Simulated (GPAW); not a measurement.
# How the form of the self-energy moves the gap of SnO2 (Pnnm)

Aim: compare treatments of exchange, screening and correlation for the gap of SnO2 (Pnnm).

Main program and level: GPAW 26.7.0; LDA and many-body steps on it, plane waves.

This is a report of a sequence of runs, with most program output left out.

## 1. Set-up

It takes space group Pnnm (No. 58, orthorhombic). The conventional cell has a = 4.788 Å, b = 4.867 Å, c = 3.241 Å, α = 90.00°, β = 90.00°, γ = 90.00°. Sn has 6 O at 2.09 to 2.10 Å nearest. O has 3 Sn at 2.09 to 2.10 Å nearest. Farther neighbours and most contacts between anions are not listed.

Structure file:

```xyz
6
Lattice="4.7880 0.0000 0.0000 0.0000 4.8666 0.0000 0.0000 0.0000 3.2409" Properties=species:S:1:pos:R:3 pbc="T T T"
Sn    2.3940    2.4333    1.6204
Sn    0.0000    0.0000    0.0000
O     1.3974    1.5624    0.0000
O     3.7914    0.8709    1.6204
O     0.9966    3.9957    1.6204
O     3.3906    3.3042    0.0000
```

The cell and positions are those that the Materials Project relaxed with its own functionals (PBE, PBE+U or r2SCAN), kept fixed. This is not the form that SnO2 usually takes at ambient conditions.

## 2. Empty states on the mesh, 2×2×4 mesh, 264 bands

This step: GPAW 26.7.0; DFT, LDA, plane waves, PAW.

The sums over transitions need many empty states on a uniform mesh; this step solves for them.

Input file run.py:

```python
import json
import numpy as np
from gpaw.mpi import world
from gpaw import GPAW

calc = GPAW('gs.gpw').fixed_density(kpts={'size': (2, 2, 4), 'gamma': True},
    parallel={'domain': 1, 'band': 1},
    txt='nscf.txt')
calc.diagonalize_full_hamiltonian(nbands=264)
calc.write('full.gpw', mode='all')
res = {}
kpts = calc.get_ibz_k_points()
res['kpts'] = kpts
res['eigenvalues'] = [calc.get_eigenvalues(kpt=k) for k in range(len(kpts))]
res['n_electrons'] = calc.get_number_of_electrons()

if world.rank == 0:
    with open('result.json', 'w') as f:
        json.dump(res, f, default=lambda x: x.tolist())
```

Run with:

```sh
$ mpirun -n 4 gpaw python run.py
```

Run time: 47 s. Hardware: 4 MPI ranks of Arm Neoverse V2, shared host; peak memory 2.8 GiB.

Numbers from this step:

```yaml
gap: 0.7005 eV
k_of_the_valence_top: 0, 0, 0
k_of_the_conduction_bottom: 0, 0, 0
least_direct_gap: 0.7005 eV
k_points_computed: 12
lowest_point_of_the_top_converged_band_above_the_valence_top: 114.3178 eV
```

On this mesh the gap is 0.701 eV.

## 3. G0W0, Godby-Needs plasmon pole

G0W0 replaces the xc potential by the self-energy, built once from these orbitals. Only a window of levels is corrected, while the sums run over the empty bands that the input names.

This step: G0W0 on LDA, plane waves, PAW.

Input file run.py:

```python
import json
import numpy as np
from gpaw.mpi import world
from gpaw.response.g0w0 import G0W0

gw = G0W0('full.gpw',
    filename='gw',
    kpts=[0],
    bands=(24, 28),
    ecut=78,
    nbands=118,
    integrate_gamma='WS',
    ppa=True)
gw.calculate()
res = {mode: {k: v for k, v in r.items() if k != 'sigma_eskwn'}
       for mode, r in gw.all_results.items()}

if world.rank == 0:
    with open('result.json', 'w') as f:
        json.dump(res, f, default=lambda x: x.tolist())
```

Run with:

```sh
$ mpirun -n 4 gpaw python run.py
```

Elapsed: 24 s, on 4 MPI ranks; peak memory 1.3 GiB; 96 s of CPU time.

This step gave:

```
G0W0 gap on the points computed              : 1.975 eV
least direct G0W0 gap on the computed points : 1.975 eV
Z at the valence top                         : 0.7696
Z at the conduction bottom                   : 0.8169
starting gap on the mesh                     : 0.7005 eV
k of the valence top                         : 0, 0, 0
k of the conduction bottom                   : 0, 0, 0
```

The gap on the mesh goes from 0.70 eV to 1.97 eV, a correction of +1.27 eV.

## 4. One-shot HSE06

This step: one-shot HSE06 levels on LDA orbitals, plane waves, PAW.

Input file run.py:

```python
import json
import numpy as np
from gpaw.mpi import world
from gpaw.hybrids.eigenvalues import non_self_consistent_eigenvalues

dft, vxc, vxc_hyb = non_self_consistent_eigenvalues('full.gpw', 'HSE06', 24, 28, kpt_indices=[0])
res = {'dft': dft[0], 'hybrid': (dft - vxc + vxc_hyb)[0]}
if world.rank == 0:
    with open('hybrid.txt', 'w') as f:
        for k, e0, e1 in zip([0], res['dft'], res['hybrid']):
            print(k, ' '.join(f'{x:9.4f}' for x in e0), '|', ' '.join(f'{x:9.4f}' for x in e1), file=f)

if world.rank == 0:
    with open('result.json', 'w') as f:
        json.dump(res, f, default=lambda x: x.tolist())
```

Run with:

```sh
$ mpirun -n 4 gpaw python run.py
```

Elapsed: 2.7 s, on 4 MPI ranks; peak memory 0.83 GiB.

This step gave:

| Item | Value |
| --- | --- |
| starting gap on the mesh | 0.7005 eV |
| hybrid gap on the mesh | 2.381 eV |
| least direct hybrid gap on the computed points | 2.381 eV |

## 5. G0W0, extrapolated in the cutoff

This step: G0W0 on LDA, plane waves, PAW.

Input file run.py:

```python
import json
import numpy as np
from gpaw.mpi import world
from gpaw.response.g0w0 import G0W0

gw = G0W0('full.gpw',
    filename='gw',
    kpts=[0],
    bands=(24, 28),
    ecut=130.0,
    integrate_gamma='WS',
    ppa=True,
    ecut_extrapolation=True)
gw.calculate()
res = {mode: {k: v for k, v in r.items() if k != 'sigma_eskwn'}
       for mode, r in gw.all_results.items()}

if world.rank == 0:
    with open('result.json', 'w') as f:
        json.dump(res, f, default=lambda x: x.tolist())
```

Run with:

```sh
$ mpirun -n 4 gpaw python run.py
```

Elapsed: 84 s, on 4 MPI ranks; peak memory 1.6 GiB; 5.6 min of CPU time.

Numbers from this step:

- quasiparticle gap on the points computed: 2.094 eV
- least direct quasiparticle gap on the computed points: 2.094 eV
- Z at the valence top: 0.7592
- Z at the conduction bottom: 0.8062
- starting gap on the mesh: 0.7005 eV
- k of the valence top: 0, 0, 0
- k of the conduction bottom: 0, 0, 0
- gaps at the cutoffs of the extrapolation: 2.023, 2.032, 2.037 eV

Against G0W0 in GPAW (2×2×4 mesh, 118 bands, screening to 78 eV, Godby-Needs plasmon pole), the gap moves by +0.120 eV.

## 6. One-shot Hartree-Fock

This step: one-shot Hartree-Fock levels on LDA orbitals, plane waves, PAW.

Input file run.py:

```python
import json
import numpy as np
from gpaw.mpi import world
from gpaw.hybrids.eigenvalues import non_self_consistent_eigenvalues

dft, vxc, vxc_hyb = non_self_consistent_eigenvalues('full.gpw', 'EXX', 24, 28, kpt_indices=[0])
res = {'dft': dft[0], 'hybrid': (dft - vxc + vxc_hyb)[0]}
if world.rank == 0:
    with open('hybrid.txt', 'w') as f:
        for k, e0, e1 in zip([0], res['dft'], res['hybrid']):
            print(k, ' '.join(f'{x:9.4f}' for x in e0), '|', ' '.join(f'{x:9.4f}' for x in e1), file=f)

if world.rank == 0:
    with open('result.json', 'w') as f:
        json.dump(res, f, default=lambda x: x.tolist())
```

Run with:

```sh
$ mpirun -n 4 gpaw python run.py
```

The job ended after 2.8 s (4 MPI ranks; peak memory 0.73 GiB; 10 s of CPU time).

This step gave:

```yaml
starting_gap_on_the_mesh: 0.7005 eV
hybrid_gap_on_the_mesh: 9.669 eV
least_direct_hybrid_gap_on_the_computed_points: 9.669 eV
```

## 7. G0W0, full frequency, Hilbert transform

This step: G0W0 on LDA, plane waves, PAW.

Input file run.py:

```python
import json
import numpy as np
from gpaw.mpi import world
from gpaw.response.g0w0 import G0W0

gw = G0W0('full.gpw',
    filename='gw',
    kpts=[0],
    bands=(24, 28),
    ecut=78,
    nbands=118,
    integrate_gamma='WS',
    frequencies={'type': 'nonlinear', 'domega0': 0.1, 'omega2': 15.0},
    eta=0.1,
    nblocksmax=True)
gw.calculate()
res = {mode: {k: v for k, v in r.items() if k != 'sigma_eskwn'}
       for mode, r in gw.all_results.items()}

if world.rank == 0:
    with open('result.json', 'w') as f:
        json.dump(res, f, default=lambda x: x.tolist())
```

Run with:

```sh
$ mpirun -n 4 gpaw python run.py
```

The job ended after 47 s (4 MPI ranks; peak memory 1.4 GiB; 3.1 min of CPU time).

Numbers from this step:

| Property | Result |
| --- | --- |
| G0W0 gap on the points computed | 1.903 eV |
| least direct G0W0 gap on the computed points | 1.903 eV |
| starting gap on the mesh | 0.7005 eV |
| k of the valence top | 0, 0, 0 |
| k of the conduction bottom | 0, 0, 0 |

Against G0W0 in GPAW (2×2×4 mesh, 118 bands, screening to 78 eV, Godby-Needs plasmon pole), the gap moves by −0.072 eV.

## 8. Side by side

Times are wall times on 4 MPI ranks of Arm Neoverse V2, shared host, good to a factor of about two.

| run | mesh | bands | screening cutoff (eV) | DFT gap (eV) | gap on the mesh (eV) | direct (eV) | time |
| --- | --- | --- | --- | --- | --- | --- | --- |
| G0W0, Godby-Needs plasmon pole | 2×2×4 | 118 | 78 | 0.701 | 1.975 | 1.975 | 24 s |
| one-shot HSE06 | 2×2×4 | - | - | 0.701 | 2.381 | 2.381 | 2.7 s |
| G0W0, extrapolated in the cutoff | 2×2×4 | - | 130 | 0.701 | 2.094 | 2.094 | 84 s |
| one-shot Hartree-Fock | 2×2×4 | - | - | 0.701 | 9.669 | 9.669 | 2.8 s |
| G0W0, full frequency, Hilbert transform | 2×2×4 | 118 | 78 | 0.701 | 1.903 | 1.903 | 47 s |

## 9. What came out

| Item | Value |
| --- | --- |
| G0W0, Godby-Needs plasmon pole | 1.975 eV |
| one-shot HSE06 | 2.381 eV |
| G0W0, extrapolated in the cutoff | 2.094 eV |
| one-shot Hartree-Fock | 9.669 eV |
| G0W0, full frequency, Hilbert transform | 1.903 eV |
| known limits | not at the basis limit; no spin-orbit coupling; coarse k mesh |

**Reading.** One-shot HSE06: +0.406 eV against G0W0, Godby-Needs plasmon pole. G0W0, extrapolated in the cutoff: +0.120 eV against G0W0, Godby-Needs plasmon pole, at other bands or cutoff, so not like for like. One-shot Hartree-Fock: +7.694 eV against G0W0, Godby-Needs plasmon pole. G0W0, full frequency, Hilbert transform: −0.072 eV against G0W0, Godby-Needs plasmon pole. Bare exchange alone opens the gap to 9.67 eV; against G0W0, correlation takes back 7.69 eV. One-shot hybrid levels are evaluated on the LDA orbitals. Bands and cutoff are finite, so the gap is not at the basis limit. The miss can reach some tenths of an eV and take either sign; the mesh is an error of its own. These stock PAW sets were not made for GW. In the G0W0 runs levels were corrected at 1 k point alone, so a gap called «on the mesh» is the least over those, and an edge elsewhere would be missed. The program warns of a poor linear fit in the extrapolation of some level, so the extrapolated values are rough. The 2×2×4 mesh is coarse for this cell, which bears on the long-range parts of exchange and screening. The many-body steps are scalar-relativistic: spin-orbit coupling is not in them.

[Paths, hosts, dates, memory and timing lines, banners, echoed tables and standing remarks are left out of the program output.]

[Logs are printed without paths, hosts, clocks, repeated set-up lines and the standing remarks that a program may print on its own settings, such as how far it seeks lower states.]

[Runs of the session that timed out or met a known fault of the program may be left out.]

[Hosts, paths, dates, database ids (printed as entryN), source tags and the programs' standing remarks are cut or masked in the printed files.]
